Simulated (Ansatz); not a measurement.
# SnBiS4: relaxing a made-up structure

This structure for SnBiS4 is made up. Its elements were placed in a known structure type with a cell scaled to their sizes. What cell does the guess relax to, and how far off was it?

Method: DFT, PBE, plane-wave PAW, files of the set soft_1, scalar-relativistic, no spin, cell and ions relaxed at zero pressure; PAW set soft_1, in Ansatz 0.2.0.

### Step 1. The starting structure

Symmetry: Pm, No. 6, monoclinic system. The conventional cell has a = 5.990 Å, b = 3.429 Å, c = 6.831 Å, α = 90.00°, β = 108.20°, γ = 90.00°. Bi has 6 S at 2.53 to 2.62 Å nearest. Sn has 6 S at 2.50 to 2.60 Å nearest. Nearest to S lie 2 Sn at 2.60 Å and 1 Bi at 2.62 Å. Nearest to S lie 1 Sn at 2.53 Å and 2 Bi at 2.60 Å. S has 2 Sn at 2.50 Å and 1 Bi at 2.59 Å nearest. Nearest to S lie 2 Bi at 2.53 Å and 1 Sn at 2.54 Å. Farther neighbours and most contacts between anions are not listed.

Structure file:

```cif
data_structure
_symmetry_space_group_name_H-M 'P 1'
_symmetry_Int_Tables_number 1
_cell_length_a 5.9900
_cell_length_b 3.4290
_cell_length_c 6.8310
_cell_angle_alpha 90.000
_cell_angle_beta 108.200
_cell_angle_gamma 90.000
_cell_volume 133.29
loop_
_atom_site_label
_atom_site_type_symbol
_atom_site_fract_x
_atom_site_fract_y
_atom_site_fract_z
_atom_site_occupancy
Bi1 Bi 0.66190 0.50000 0.50170 1
Sn2 Sn 0.17200 0.00000 0.49620 1
S3 S 0.09260 0.50000 0.75360 1
S4 S 0.57960 0.00000 0.75660 1
S5 S 0.92290 0.50000 0.26250 1
S6 S 0.41710 0.00000 0.25290 1
```

### Step 2. Relaxation of the guess

The guessed cell has no reason to be at equilibrium. It is relaxed with the atoms, within the space group of the guess.

File input.yaml:

```yaml
crystal:
  lattice:
    - [5.99, 0.0, 0.0]
    - [0.0, 3.429, 0.0]
    - [-2.133559828, 0.0, 6.489259084]
  atoms:
    - { symbol: Bi, position: [0.6619, 0.5, 0.5017] }
    - { symbol: Sn, position: [0.172, 0.0, 0.4962] }
    - { symbol: S, position: [0.0926, 0.5, 0.7536] }
    - { symbol: S, position: [0.5796, 0.0, 0.7566] }
    - { symbol: S, position: [0.9229, 0.5, 0.2625] }
    - { symbol: S, position: [0.4171, 0.0, 0.2529] }
kpoints:
  mp_grid: { grid: [5, 8, 4] }
scf:
  occupations: { method: fermi_dirac, width: 0.05 }
hamiltonian:
  xc: pbe
  pseudopotentials: { kind: paw, azcp: { folder: soft_1 } }
relax:
  f_tol: 0.015
  max_steps: 70
  cell: {}
output:
  forces: true
  stress: true
```

Run with:

```bash
$ ansatz run input.yaml --threads 4 --pin off --max-ram 10240MiB --backend cpu --events-out ev --progress --plain --runs-dir out
```

Numbers of over 12 decimals in the logs are rounded to 6 here.

Log:

```text
Engine: ansatz 0.2.0, x86_64-unknown-linux-gnu
Pseudopotentials: kind: paw
Pseudopotential: Bi, paw, valence charge 15, recommended cutoff 420 eV (normal), soft_1/Bi.paw.azcp
Pseudopotential: Sn, paw, valence charge 14, recommended cutoff 420 eV (normal), soft_1/Sn.paw.azcp
Pseudopotential: S, paw, valence charge 6, recommended cutoff 420 eV (normal), soft_1/S.paw.azcp
Functional definition: PBE
  parameter kappa = 0.804
  parameter beta = 0.066725
  exchange = pbe_x(kappa = kappa, mu = beta*pi^2/3)
  correlation = pbe_c(beta = beta)
Crystal: 6 atoms, lattice volume = 133.287 Å³
Basis set: ecut = 420 eV, 2621 PW (Γ), exchange–correlation on 90×48×96 points (8 copies of the dense FFT grid, shifted against one another)
Bands: 33, of which v1, the nominal top of the filled ones, is band 27 counted from 1 (26 counted from 0)
Symmetry: 2 space group operations
Space group: Pm (ITA 6), of the structure as read, at distance tolerance 5.1e-5 Å
k-points: 55 of 160 (time reversal used)
Non-local potential: Bi, projectors of the file, l = 0: 2, l = 1: 2, l = 2: 2, l = 3: 1
Non-local potential: Sn, projectors of the file, l = 0: 2, l = 1: 2, l = 2: 2, l = 3: 1
Non-local potential: S, projectors of the file, l = 0: 2, l = 1: 2, l = 2: 1
PAW form: soft (Blöchl's): semilocal exchange-correlation on the pseudo side does not see the compensation charge
PAW one-centre angular grid: Bi, 590 points (default); XC on 64 Gauss nodes
PAW one-centre angular grid: Sn, 590 points (default); XC on 64 Gauss nodes
PAW one-centre angular grid: S, 110 points (default); XC on 64 Gauss nodes
Initial density: superposition of atomic densities (chi_scale 0.1, normalization cell, long waves kept (reshape's long-wave potential 0.14 eV rms))
Initial wavefunctions: pseudopotential atomic-orbital guess
Functional: x = pbe(κ = 0.804, μ = 0.219515), c = pbe(β = 0.066725)
SCF iter   1: F=—  HF=-22030.773668 eV  |F-HF|=—  |Δ(HF+E_count)|=         —  Δρ=3.30e-2  dr2=2.12e0  ethr=3.10e-3  ⟨swp⟩=9.5  Hψ=9872  notcnv=0
preconditioner: auto → LDOS  [metal: Δε(μ)=0.062 eV  Ē_g=15.797 eV  σ=0.050 eV  W_gap=0.29  n_scr=30 (ndim 8)  ℏωp=23.4 eV  f_vac=0.018  D(μ)=2.33/eV (n_scr^D=8)  β→1.0]
SCF iter   2: F=—  HF=-22030.572265 eV  |F-HF|=—  |Δ(HF+E_count)|=   2.01e-1  Δρ=2.22e-2  dr2=1.67e0  ethr=3.10e-3  ⟨swp⟩=3.8  Hψ=4755  notcnv=0  defer=66
SCF iter   3: F=—  HF=-22030.178816 eV  |F-HF|=—  |Δ(HF+E_count)|=   3.93e-1  Δρ=5.06e-3  dr2=1.02e-1  ethr=3.10e-3  ⟨swp⟩=3.6  Hψ=3176  notcnv=0  defer=67
SCF iter   4: F=—  HF=-22030.155268 eV  |F-HF|=—  |Δ(HF+E_count)|=   2.35e-2  Δρ=1.81e-3  dr2=6.11e-3  ethr=1.93e-4  ⟨swp⟩=3.3  Hψ=3389  notcnv=0  defer=67
SCF iter   5: F=—  HF=-22030.154240 eV  |F-HF|=—  |Δ(HF+E_count)|=   1.03e-3  Δρ=6.74e-4  dr2=9.09e-4  ethr=1.15e-5  ⟨swp⟩=2.6  Hψ=3090  notcnv=0  defer=67
SCF iter   6: F=—  HF=-22030.154161 eV  |F-HF|=—  |Δ(HF+E_count)|=   7.95e-5  Δρ=2.21e-4  dr2=9.55e-5  ethr=1.72e-6  ⟨swp⟩=2.5  Hψ=2750  notcnv=0  defer=67
SCF iter   7: F=—  HF=-22030.154215 eV  |F-HF|=—  |Δ(HF+E_count)|=   5.45e-5  Δρ=5.52e-5  dr2=6.98e-6  ethr=1.80e-7  ⟨swp⟩=2.0  Hψ=3209  notcnv=0  defer=67
SCF iter   8: F=—  HF=-22030.154214 eV  |F-HF|=—  |Δ(HF+E_count)|=   9.37e-7  Δρ=2.55e-5  dr2=1.42e-6  ethr=1.32e-8  ⟨swp⟩=2.1  Hψ=3229  notcnv=0  defer=67
SCF iter   9: F=—  HF=-22030.154214 eV  |F-HF|=—  |Δ(HF+E_count)|=   1.32e-8  Δρ=8.58e-6  dr2=1.20e-7  ethr=2.69e-9  ⟨swp⟩=2.0  Hψ=3201  notcnv=0  defer=67
SCF iter  10: F=-22030.154214 eV  HF=-22030.154214 eV  |F-HF|=1.00e-8  |Δ(HF+E_count)|=   3.38e-8  Δρ=2.77e-6  dr2=1.83e-8  ethr=1.89e-10  ⟨swp⟩=5.0  Hψ=6724  notcnv=0
SCF 1 converged in 10 iterations: F = -22030.154214 eV  dr2 = 1.83e-8
  greatest PAW one-centre occupation: 0.993 electrons in one spin orbital (limit 2), on the Sn atom at site 1 (counted from 0), in its partial waves of l = 2
relax step   1: F+E_penalty+E_count = -22030.15421429 eV  Δ(F+E_penalty+E_count) = +0.000e0 eV  max|allowed force component| = 2.542e0 eV/Å  Δτ_max = 0.0000 Å  P = +16.203 GPa  Ω = 133.287 Å³  (10 SCF iters, dr2 threshold 1.00e-7 eV, accepted)
Crystal: 6 atoms, lattice volume = 149.077 Å³
Basis set: ecut = 420 eV, 2907 PW (Γ), exchange–correlation on 90×48×96 points (8 copies of the dense FFT grid, shifted against one another)
Initial density: handed on by an earlier stage of this run
Initial wavefunctions: those handed on with the density
iter 1 solved again at ethr=4.25e-4 eV; its pass at ethr=3.10e-3 eV (dr2=2.25e-1 eV) is discarded
SCF iter   1: F=—  HF=-22031.428594 eV  |F-HF|=—  |Δ(HF+E_count)|=         —  Δρ=8.47e-3  dr2=2.26e-1  ethr=4.25e-4  ⟨swp⟩=1.1  Hψ=12048  notcnv=0
preconditioner: auto → LDOS  [metal: Δε(μ)=0.023 eV  Ē_g=8.512 eV  σ=0.050 eV  W_gap=0.11  n_scr=30 (ndim 8)  ℏωp=17.5 eV  f_vac=0.040  D(μ)=5.22/eV (n_scr^D=38)  β→1.0]
SCF iter   2: F=—  HF=-22031.395333 eV  |F-HF|=—  |Δ(HF+E_count)|=   3.33e-2  Δρ=4.75e-3  dr2=6.01e-2  ethr=4.25e-4  ⟨swp⟩=3.3  Hψ=3545  notcnv=0
SCF iter   3: F=—  HF=-22031.388181 eV  |F-HF|=—  |Δ(HF+E_count)|=   7.15e-3  Δρ=2.07e-3  dr2=1.97e-2  ethr=1.13e-4  ⟨swp⟩=3.7  Hψ=3835  notcnv=0
SCF iter   4: F=—  HF=-22031.385803 eV  |F-HF|=—  |Δ(HF+E_count)|=   2.38e-3  Δρ=1.17e-3  dr2=7.06e-3  ethr=3.72e-5  ⟨swp⟩=2.5  Hψ=3110  notcnv=0
SCF iter   5: F=—  HF=-22031.384684 eV  |F-HF|=—  |Δ(HF+E_count)|=   1.12e-3  Δρ=5.43e-4  dr2=1.43e-3  ethr=1.33e-5  ⟨swp⟩=2.3  Hψ=3141  notcnv=0
SCF iter   6: F=—  HF=-22031.384436 eV  |F-HF|=—  |Δ(HF+E_count)|=   2.48e-4  Δρ=2.13e-4  dr2=1.94e-4  ethr=2.71e-6  ⟨swp⟩=2.2  Hψ=3288  notcnv=0
SCF iter   7: F=—  HF=-22031.384512 eV  |F-HF|=—  |Δ(HF+E_count)|=   7.65e-5  Δρ=7.73e-5  dr2=1.46e-5  ethr=3.66e-7  ⟨swp⟩=2.5  Hψ=3283  notcnv=0
SCF iter   8: F=—  HF=-22031.384514 eV  |F-HF|=—  |Δ(HF+E_count)|=   1.35e-6  Δρ=2.50e-5  dr2=2.03e-6  ethr=2.75e-8  ⟨swp⟩=2.3  Hψ=2724  notcnv=0
SCF iter   9: F=-22031.384513 eV  HF=-22031.384513 eV  |F-HF|=1.41e-7  |Δ(HF+E_count)|=   1.28e-7  Δρ=8.22e-6  dr2=2.15e-7  ethr=1.13e-9  ⟨swp⟩=5.7  Hψ=6869  notcnv=0
SCF 2 converged in 9 iterations: F = -22031.384513 eV  dr2 = 2.15e-7
relax step   2: F+E_penalty+E_count = -22031.38451328 eV  Δ(F+E_penalty+E_count) = -1.230e0 eV  max|allowed force component| = 4.630e-1 eV/Å  Δτ_max = 0.1253 Å  P = +1.875 GPa  Ω = 149.077 Å³  energy of the carried Pulay correction = -1.553e-3 eV  (9 SCF iters, dr2 threshold 6.00e-7 eV, accepted)
Crystal: 6 atoms, lattice volume = 160.421 Å³
Basis set: ecut = 420 eV, 3129 PW (Γ), exchange–correlation on 90×48×96 points (8 copies of the dense FFT grid, shifted against one another)
[...]
relax step  27: F+E_penalty+E_count = -22032.10851733 eV  Δ(F+E_penalty+E_count) = -5.931e-3 eV  max|allowed force component| = 1.097e-1 eV/Å  Δτ_max = 0.1000 Å  P = -0.163 GPa  Ω = 160.159 Å³  energy of the carried Pulay correction = -2.544e-3 eV  (9 SCF iters, dr2 threshold 4.26e-7 eV, accepted)
relax step  28: F+E_penalty+E_count = -22032.11155434 eV  Δ(F+E_penalty+E_count) = -3.037e-3 eV  max|allowed force component| = 4.467e-2 eV/Å  Δτ_max = 0.0317 Å  P = -0.146 GPa  Ω = 160.515 Å³  energy of the carried Pulay correction = -2.574e-3 eV  (7 SCF iters, dr2 threshold 6.00e-7 eV, accepted)
relax step  29: F+E_penalty+E_count = -22032.11219584 eV  Δ(F+E_penalty+E_count) = -6.415e-4 eV  max|allowed force component| = 3.290e-2 eV/Å  Δτ_max = 0.0213 Å  P = +0.006 GPa  Ω = 160.744 Å³  energy of the carried Pulay correction = -2.594e-3 eV  (7 SCF iters, dr2 threshold 1.48e-7 eV, accepted)
relax step  30: F+E_penalty+E_count = -22032.11235743 eV  Δ(F+E_penalty+E_count) = -1.616e-4 eV  max|allowed force component| = 2.049e-2 eV/Å  Δτ_max = 0.0126 Å  P = -0.003 GPa  Ω = 160.762 Å³  energy of the carried Pulay correction = -2.595e-3 eV  (8 SCF iters, dr2 threshold 6.77e-8 eV, accepted)
relax step  31: F+E_penalty+E_count = -22032.11242078 eV  Δ(F+E_penalty+E_count) = -6.335e-5 eV  max|allowed force component| = 8.894e-3 eV/Å  Δτ_max = 0.0029 Å  P = -0.007 GPa  Ω = 160.808 Å³  energy of the carried Pulay correction = -2.599e-3 eV  (6 SCF iters, dr2 threshold 2.62e-8 eV, accepted)
relax step  32: F+E_penalty+E_count = -22032.12718731 eV  Δ(F+E_penalty+E_count) = -1.477e-2 eV  max|allowed force component| = 9.610e-3 eV/Å  Δτ_max = 0.0000 Å  P = +0.130 GPa  Ω = 160.808 Å³  stress off target by 2.81e-1 GPa  SCF on the basis re-selected at this cell (its energy is not comparable with the rows above)  (9 SCF iters)
relax step  33: F+E_penalty+E_count = -22032.12824564 eV  Δ(F+E_penalty+E_count) = -1.058e-3 eV  max|allowed force component| = 2.312e-2 eV/Å  Δτ_max = 0.0070 Å  P = +0.002 GPa  Ω = 161.619 Å³  energy of the carried Pulay correction = -5.824e-5 eV  (7 SCF iters, dr2 threshold 1.97e-7 eV, accepted)
relax step  34: F+E_penalty+E_count = -22032.12880222 eV  Δ(F+E_penalty+E_count) = -5.566e-4 eV  max|allowed force component| = 3.047e-2 eV/Å  Δτ_max = 0.0112 Å  P = -0.030 GPa  Ω = 162.193 Å³  energy of the carried Pulay correction = -1.004e-4 eV  (8 SCF iters, dr2 threshold 3.34e-8 eV, accepted)
relax step  35: F+E_penalty+E_count = -22032.12888235 eV  Δ(F+E_penalty+E_count) = -8.013e-5 eV  max|allowed force component| = 1.911e-2 eV/Å  Δτ_max = 0.0163 Å  P = -0.034 GPa  Ω = 162.612 Å³  energy of the carried Pulay correction = -1.321e-4 eV  (8 SCF iters, dr2 threshold 5.80e-8 eV, accepted)
relax step  36: F+E_penalty+E_count = -22032.12893079 eV  Δ(F+E_penalty+E_count) = -4.844e-5 eV  max|allowed force component| = 1.298e-2 eV/Å  Δτ_max = 0.0088 Å  P = +0.011 GPa  Ω = 162.543 Å³  energy of the carried Pulay correction = -1.263e-4 eV  (8 SCF iters, dr2 threshold 2.28e-8 eV, accepted)
iter 1 solved again at ethr=1.58e-6 eV; its pass at ethr=3.10e-3 eV (dr2=8.38e-4 eV) is discarded
SCF iter   1: F=—  HF=-22032.128956 eV  |F-HF|=—  |Δ(HF+E_count)|=         —  Δρ=4.69e-5  dr2=1.31e-7  ethr=1.58e-6  ⟨swp⟩=3.9  Hψ=13949  notcnv=0
eigensolver tolerance schedule: the retry pair's looser diagonalisation over-reported the residual by 6374.30 of it (diagonalisation noise at an unbounded share of the residual, at the tolerance the schedule requests for it); recorded, not acted on — ethr = c·dr2/N_el stays at c = 1.0e-1
preconditioner: auto → LDOS  [metal: Δε(μ)=0.012 eV  Ē_g=8.509 eV  σ=0.050 eV  W_gap=0.06  n_scr=32 (ndim 8)  ℏωp=16.7 eV  f_vac=0.070  D(μ)=4.23/eV (n_scr^D=30)  β→1.0]
SCF iter   2: F=—  HF=-22032.129065 eV  |F-HF|=—  |Δ(HF+E_count)|=   1.09e-4  Δρ=6.68e-6  dr2=5.41e-8  ethr=2.48e-10  ⟨swp⟩=3.8  Hψ=4968  notcnv=0
SCF iter   3: F=—  HF=-22032.129065 eV  |F-HF|=—  |Δ(HF+E_count)|=   2.10e-7  Δρ=2.43e-6  dr2=6.77e-9  ethr=1.02e-10  ⟨swp⟩=2.0  Hψ=3271  notcnv=0
SCF iter   4: F=—  HF=-22032.129065 eV  |F-HF|=—  |Δ(HF+E_count)|=   1.81e-7  Δρ=8.59e-7  dr2=2.36e-9  ethr=1.28e-11  ⟨swp⟩=2.1  Hψ=3149  notcnv=0
SCF iter   5: F=—  HF=-22032.129065 eV  |F-HF|=—  |Δ(HF+E_count)|=   2.37e-9  Δρ=4.14e-7  dr2=8.00e-10  ethr=4.46e-12  ⟨swp⟩=3.0  Hψ=3522  notcnv=0
SCF iter   6: F=—  HF=-22032.129065 eV  |F-HF|=—  |Δ(HF+E_count)|=  1.02e-10  Δρ=2.59e-7  dr2=2.71e-10  ethr=1.51e-12  ⟨swp⟩=2.2  Hψ=3022  notcnv=0
SCF iter   7: F=-22032.129065 eV  HF=-22032.129065 eV  |F-HF|=3.64e-11  |Δ(HF+E_count)|=  3.64e-11  Δρ=1.14e-7  dr2=4.56e-11  ethr=1.00e-12  ⟨swp⟩=4.2  Hψ=7228  notcnv=0
SCF 37 converged in 7 iterations: F = -22032.129065 eV  dr2 = 4.56e-11
relax step  37: F+E_penalty+E_count = -22032.12906478 eV  Δ(F+E_penalty+E_count) = -1.340e-4 eV  max|allowed force component| = 1.300e-2 eV/Å  Δτ_max = 0.0000 Å  P = +0.011 GPa  Ω = 162.543 Å³  stress off target by 2.24e-2 GPa  SCF on the basis re-selected at this cell (its energy is not comparable with the rows above)  (7 SCF iters)
basis re-selected at this cell: Δ(F+E_penalty+E_count) = -1.340e-4 eV, ΔP = -0.001 GPa vs the last step (what re-selecting the basis moved, of the pressure what is left beyond the Pulay correction that the steps carried, after the strain that the cell walked since its last selection, with what the two solves' SCF thresholds leave and, on support functions, any second-order correction that the steps lacked; it is no m [...]
SCF converged after 7 iterations
Free energy (F): -22032.129065 eV
Harris-Foulkes:  -22032.129065 eV  (|F-HF|=3.64e-11)
Internal energy: -22032.096165 eV  (E = F + TS)
E sigma→0 (E₀):  -22032.112615 eV
Entropy (-TS):   -0.032900 eV (-5.483 meV/atom)
Fermi energy:    5.699668 eV
--- Per-component energies (eV) ---
  E_band       = -322.143834
  E_kinetic    = 835.230464
  E_local      = -3900.951920  (includes V_loc(G=0)·N_el)
  E_nonlocal   = 692.663560
  E_hartree    = 1621.765854
  E_xc         = -629.161215
  E_vxc        = -536.711289  (∫ρ·V_xc dr)
  E_paw        = -17466.362973  (= ΣΔE_a)
  E_vpaw       = -655.906843  (= ΣTr[D̂ρ^β])
  E_aug_tail   = 0.000504  (compensation charges beyond the density's cutoff)
  E_ewald      = -3185.280440
  E_smearing   = -0.032900  (= −TS)
  E_closure    = 0.000000  (closes the sum)
  Σ components = -22032.129065   (vs F -22032.129065, Δ=0.00e0)
--- Forces (eV/Å), atoms counted from 1 ---
  atom   1  Bi    -0.01299848     0.00000000    -0.00174813
  atom   2  Sn     0.00889197    -0.00000000     0.00099175
  atom   3  S     -0.00070913    -0.00000000     0.00831309
  atom   4  S      0.00117775    -0.00000000     0.00124352
  atom   5  S     -0.00493467     0.00000000    -0.00277824
  atom   6  S      0.00857117    -0.00000000    -0.00602329
  max |Σ_I F_I| component: 1.39e-6 eV/Å
--- Stress (GPa, compression-positive) ---
        0.000460       0.000000      -0.007132
        0.000000       0.011523      -0.000000
       -0.007132      -0.000000       0.020131
  P = ⅓ Tr σ = 0.0107 GPa (0.107 kbar)
--- Relaxed structure (35 steps of the walk, 33 accepted, 2 SCFs on fresh bases) ---
  F+E_penalty+E_count = -22032.12906478 eV   max|allowed force component| = 1.300e-2 eV/Å   (the final SCF, on the basis selected at the relaxed cell)
  cell:  # Å, volume = 162.5428 Å³
    - [7.106610, -4.9156004778073994e-17, 0.131379]
    - [-2.813955599065372e-17, 3.682459, -5.627911198130715e-17]
    - [-2.388952, -8.899746644057603e-17, 6.166918]
  atoms:
    - { symbol: Bi, position: [0.674101, 0.5, 0.571442] }
    - { symbol: Sn, position: [0.100632, 0, 0.415151] }
    - { symbol: S, position: [0.145337, 0.5, 0.694764] }
    - { symbol: S, position: [0.659585, 0, 0.860663] }
    - { symbol: S, position: [0.868431, 0.5, 0.175156] }
    - { symbol: S, position: [0.398015, 0, 0.306324] }
```

Wall time 2.2 min (4 threads of INTEL XEON PLATINUM 8581C at 2.10GHz (Emerald Rapids), shared host); peak memory 0.62 GiB; 8.4 min of CPU time.

This run has no spin polarisation although its electron count is odd.

Step by step (22 of 37):

| step | energy less that of the first step (eV) | largest force component (eV/Å) | pressure (GPa) | volume (Å³) |
| --- | --- | --- | --- | --- |
| 1 | 0.0000 | 2.5418 | 16.20 | 133.29 |
| 3 | -1.3616 | 0.6286 | 0.94 | 160.42 |
| 4 | -1.4246 | 0.1609 | 0.13 | 157.54 |
| 6 | -1.4744 | 0.0664 | 0.10 | 151.45 |
| 8 | -1.5568 | 0.1352 | 0.25 | 146.08 |
| 10 | -1.6130 | 0.1380 | -0.28 | 145.81 |
| 11 | -1.6355 | 0.2299 | 0.53 | 144.87 |
| 13 | -1.6530 | 0.1005 | -0.09 | 146.53 |
| 15 | -1.6553 | 0.0455 | 0.03 | 146.45 |
| 16 | -1.6561 | 0.0377 | -0.02 | 146.58 |
| 18 | -1.6579 | 0.1853 | 0.04 | 146.85 |
| 20 | -1.6928 | 1.3896 | 1.76 | 149.23 |
| 22 | -1.8465 | 0.3254 | 0.20 | 152.04 |
| 23 | -1.9121 | 0.1378 | 0.30 | 154.43 |
| 25 | -1.9168 | 0.3372 | -1.05 | 161.46 |
| 27 | -1.9543 | 0.1097 | -0.16 | 160.16 |
| 28 | -1.9573 | 0.0447 | -0.15 | 160.51 |
| 30 | -1.9581 | 0.0205 | 0.00 | 160.76 |
| 32* | -1.9730 | 0.0096 | 0.13 | 160.81 |
| 34 | -1.9746 | 0.0305 | -0.03 | 162.19 |
| 35 | -1.9747 | 0.0191 | -0.03 | 162.61 |
| 37* | -1.9749 | 0.0130 | 0.01 | 162.54 |

Relaxation steps marked * repeat the geometry before them on a plane-wave basis chosen anew for their cell, so energy and pressure can jump there. Other such steps can lie between the rows shown. Relaxation steps 21, 25 were tried and not accepted.

The run keeps the 2 symmetry operations that it works with, so distortions that break them were not tested.

| cell as run | before | after | change |
| --- | --- | --- | --- |
| a (Å) | 5.990 | 7.108 | +18.7 % |
| b (Å) | 3.429 | 3.682 | +7.4 % |
| c (Å) | 6.831 | 6.613 | -3.2 % |
| β (°) | 108.20 | 110.12 | +1.8 % |
| volume (Å³/atom) | 22.21 | 27.09 | +21.9 % |

The atoms that moved most (Å, as changes of fractional coordinates times the final cell):

| atom | dx | dy | dz | length |
| --- | --- | --- | --- | --- |
| S4 | 0.320 | 0.000 | 0.652 | 0.726 |
| S3 | 0.515 | 0.000 | -0.356 | 0.626 |
| Sn2 | -0.314 | 0.000 | -0.509 | 0.598 |
| S5 | -0.178 | 0.000 | -0.546 | 0.574 |
| Bi1 | -0.080 | 0.000 | 0.432 | 0.439 |
| S6 | -0.263 | 0.000 | 0.327 | 0.420 |

The relaxed structure:

```xyz
6
Lattice="7.1066 0.0000 0.1314 0.0000 3.6825 0.0000 -2.3890 0.0000 6.1669" Properties=species:S:1:pos:R:3 pbc="T T T"
Bi    3.4254    1.8412    3.6126
Sn   -0.2766    0.0000    2.5734
S    -0.6269    1.8412    4.3036
S     2.6313    0.0000    5.3943
S     5.7532    1.8412    1.1943
S     2.0967    0.0000    1.9414
```

This step gave:

```
free energy             : -22032.1291 eV
energy at zero smearing : -22032.1126 eV
smearing term TS        : 0.03290 eV
Fermi energy            : 5.700 eV
electrons               : 53
symmetry operations     : 2
pressure                : 0.01070 GPa
```

The shortest distance of each pair, which need not be the same contact before and after:

| pair | guess (Å) | relaxed (Å) |
| --- | --- | --- |
| S–Sn | 2.495 | 2.456 |
| Bi–S | 2.534 | 2.682 |
| S–S | 3.187 | 2.792 |
| Bi–Bi | 3.429 | 3.682 |
| Sn–Sn | 3.429 | 3.682 |

The relaxation ends with a largest force component of 0.013 eV/Å and a pressure of 0.01 GPa.

### Step 3. Summary of results

| Item | Value |
| --- | --- |
| space group, relaxed | Pm |
| conventional cell | a = 6.613, b = 3.682, c = 7.108 Å; α = 90.0°, β = 110.1°, γ = 90.0° |
| volume per atom | 27.09 Å³ (guess 22.21) |

What this shows: SnBiS4 relaxes to Pm with a = 6.613, b = 3.682 and c = 7.108 Å. The guessed volume was 18 % too small. The space group Pm was held in the relaxation, so the end point is a stationary structure within it and may be a saddle against distortions or other arrangements. Mesh and cutoff weren't tested. A vector of the cell changed its length by 19 %, more than the volume shows. Spin-orbit coupling is left out, which can matter for elements this heavy. No dispersion term is used, so weakly bound directions may come out too long. Nothing here tests whether the compound is stable against decomposition.

[Logs are printed without paths, hosts, clocks, repeated set-up lines and the standing remarks that a program may print on its own settings, such as how far it seeks lower states.]

[Hosts, paths, dates, database ids (printed as entryN), source tags and the programs' standing remarks are cut or masked in the printed files.]
